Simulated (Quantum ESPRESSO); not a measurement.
Consider NaTiO2 (R-3m).

```cif
data_structure
_symmetry_space_group_name_H-M 'P 1'
_symmetry_Int_Tables_number 1
_cell_length_a 5.6724
_cell_length_b 5.6724
_cell_length_c 5.6724
_cell_angle_alpha 30.805
_cell_angle_beta 30.805
_cell_angle_gamma 30.805
_cell_volume 42.45
loop_
_atom_site_label
_atom_site_type_symbol
_atom_site_fract_x
_atom_site_fract_y
_atom_site_fract_z
_atom_site_occupancy
Ti1 Ti 0.50000 0.50000 0.50000 1
Na2 Na 0.00000 0.00000 0.00000 1
O3 O 0.23620 0.23620 0.23620 1
O4 O 0.76380 0.76380 0.76380 1
```

Absorber: atom 3, with 3 Ti at 2.07 Å and 3 Na at 2.35 Å (distorted octahedral, site symmetry 3m). Method: Quantum ESPRESSO XSpectra, LDA, excited-electron core hole (neutral cell), 16-atom cell with 6.0 Å between holes, 6×6×6 k points, dipole transitions, Lorentzian half width 0.3 eV up to 4 eV, rising linearly to 2.5 eV at 25 eV.

Q: What does the O K edge look like?

Main maxima up to 24 eV above the zero (height): 0.8 eV (1.30), 2.8 eV (2.40), 7.1 eV (1.41) and 11.8 eV (1.06). A K edge sees empty p states; the first features are O p mixed into the empty d states of the Ti neighbours, and the broad ones above probably into the cations' higher empty bands. The total-energy difference is 534.89 eV. One term is added: -8.83 eV, since the hole is spin-paired here and a spin-polarised one costs that much less in the free atom (computed apart). The photon energy is then 526.06 eV. The functional leaves an error in such absolute values: in the free atom LDA prices this hole 4.1 eV below PBE (computed apart), and PBE is itself good to a few eV.

The O K spectrum (energy from the energy zero of the input (xe0, at the border of filled and empty states); intensity scaled to a mean of 1 over the first 20 eV; the points at xe0, where the cut of filled states can leave a spike, are interpolated; polarised curves are means over the symmetry-equivalent atoms):

| E (eV) | isotropic | ε ⊥ c | ε ∥ c |
| --- | --- | --- | --- |
| -2.0 | 0.05 | 0.05 | 0.05 |
| -1.5 | 0.07 | 0.07 | 0.07 |
| -1.0 | 0.11 | 0.11 | 0.11 |
| -0.5 | 0.20 | 0.19 | 0.22 |
| 0.0 | 0.59 | 0.54 | 0.69 |
| 0.5 | 1.09 | 1.08 | 1.11 |
| 1.0 | 1.27 | 1.40 | 1.01 |
| 1.5 | 0.91 | 1.08 | 0.59 |
| 2.0 | 0.82 | 0.89 | 0.69 |
| 2.5 | 1.87 | 2.07 | 1.46 |
| 3.0 | 1.98 | 2.13 | 1.67 |
| 3.5 | 0.95 | 0.87 | 1.11 |
| 4.0 | 0.89 | 0.70 | 1.29 |
| 4.5 | 1.00 | 0.79 | 1.43 |
| 5.0 | 1.12 | 0.95 | 1.46 |
| 5.5 | 1.13 | 1.04 | 1.33 |
| 6.0 | 1.15 | 1.14 | 1.16 |
| 6.5 | 1.26 | 1.31 | 1.16 |
| 7.0 | 1.40 | 1.48 | 1.24 |
| 7.5 | 1.34 | 1.44 | 1.14 |
| 8.0 | 1.25 | 1.37 | 1.02 |
| 8.5 | 1.16 | 1.30 | 0.88 |
| 9.0 | 0.99 | 1.12 | 0.73 |
| 9.5 | 0.86 | 0.97 | 0.65 |
| 10.0 | 0.86 | 0.95 | 0.67 |
| 10.5 | 0.91 | 0.99 | 0.74 |
| 11.0 | 0.98 | 1.07 | 0.80 |
| 11.5 | 1.05 | 1.14 | 0.88 |
| 12.0 | 1.05 | 1.09 | 0.97 |
| 12.5 | 1.01 | 0.98 | 1.07 |
| 13.0 | 1.00 | 0.91 | 1.20 |
| 13.5 | 1.02 | 0.86 | 1.32 |
| 14.0 | 1.01 | 0.83 | 1.36 |
| 14.5 | 0.95 | 0.78 | 1.29 |
| 15.0 | 0.87 | 0.73 | 1.16 |
| 15.5 | 0.81 | 0.70 | 1.03 |
| 16.0 | 0.78 | 0.70 | 0.94 |
| 16.5 | 0.76 | 0.70 | 0.87 |
| 17.0 | 0.73 | 0.70 | 0.81 |
| 17.5 | 0.70 | 0.67 | 0.75 |
| 18.0 | 0.66 | 0.64 | 0.69 |
| 18.5 | 0.62 | 0.61 | 0.65 |
| 19.0 | 0.59 | 0.59 | 0.61 |
| 19.5 | 0.57 | 0.56 | 0.60 |
| 20.0 | 0.56 | 0.54 | 0.59 |
| 20.5 | 0.55 | 0.53 | 0.60 |
| 21.0 | 0.55 | 0.52 | 0.61 |
| 21.5 | 0.56 | 0.53 | 0.62 |
| 22.0 | 0.57 | 0.54 | 0.61 |
| 22.5 | 0.57 | 0.56 | 0.60 |
| 23.0 | 0.58 | 0.57 | 0.58 |
| 23.5 | 0.58 | 0.59 | 0.56 |
| 24.0 | 0.59 | 0.61 | 0.55 |
| 24.5 | 0.60 | 0.63 | 0.53 |
| 25.0 | 0.61 | 0.65 | 0.53 |
| 25.5 | 0.63 | 0.67 | 0.53 |
| 26.0 | 0.65 | 0.70 | 0.53 |
| 26.5 | 0.67 | 0.73 | 0.54 |
| 27.0 | 0.70 | 0.77 | 0.56 |
| 27.5 | 0.73 | 0.81 | 0.58 |
| 28.0 | 0.76 | 0.84 | 0.60 |
| 28.5 | 0.79 | 0.87 | 0.63 |
| 29.0 | 0.82 | 0.90 | 0.65 |
| 29.5 | 0.84 | 0.93 | 0.68 |
| 30.0 | 0.87 | 0.95 | 0.70 |
| 30.5 | 0.88 | 0.96 | 0.73 |
| 31.0 | 0.89 | 0.95 | 0.76 |
| 31.5 | 0.88 | 0.93 | 0.78 |
| 32.0 | 0.85 | 0.89 | 0.79 |

The primitive cell holds an odd number of electrons, so a spin-paired run has to come out metallic; that is right for a metal, but some such compounds are magnetic or distorted insulators. The holes are only 6.0 Å apart, so the shape is probably not converged with cell size; no larger cell was run here. The structure is a computed Materials Project entry and may be a hypothetical form.

[Banner, clock and machine lines of the logs are left out without a mark of their own.]

[Logs are printed without paths, hosts, clocks, repeated set-up lines and the standing remarks that a program may print on its own settings, such as how far it seeks lower states.]

[Hosts, paths, dates, database ids (printed as entryN), source tags and the programs' standing remarks are cut or masked in the printed files.]

[Lists of maxima count a maximum above −3 eV only where it reaches 4 % of the highest in the window and stands out from its surroundings by 2 % of it (1.5 % where it reaches 55 %); shoulders and weaker maxima are passed over, and of the rest the first, up to two pre-edge ones and the few strongest are named.]
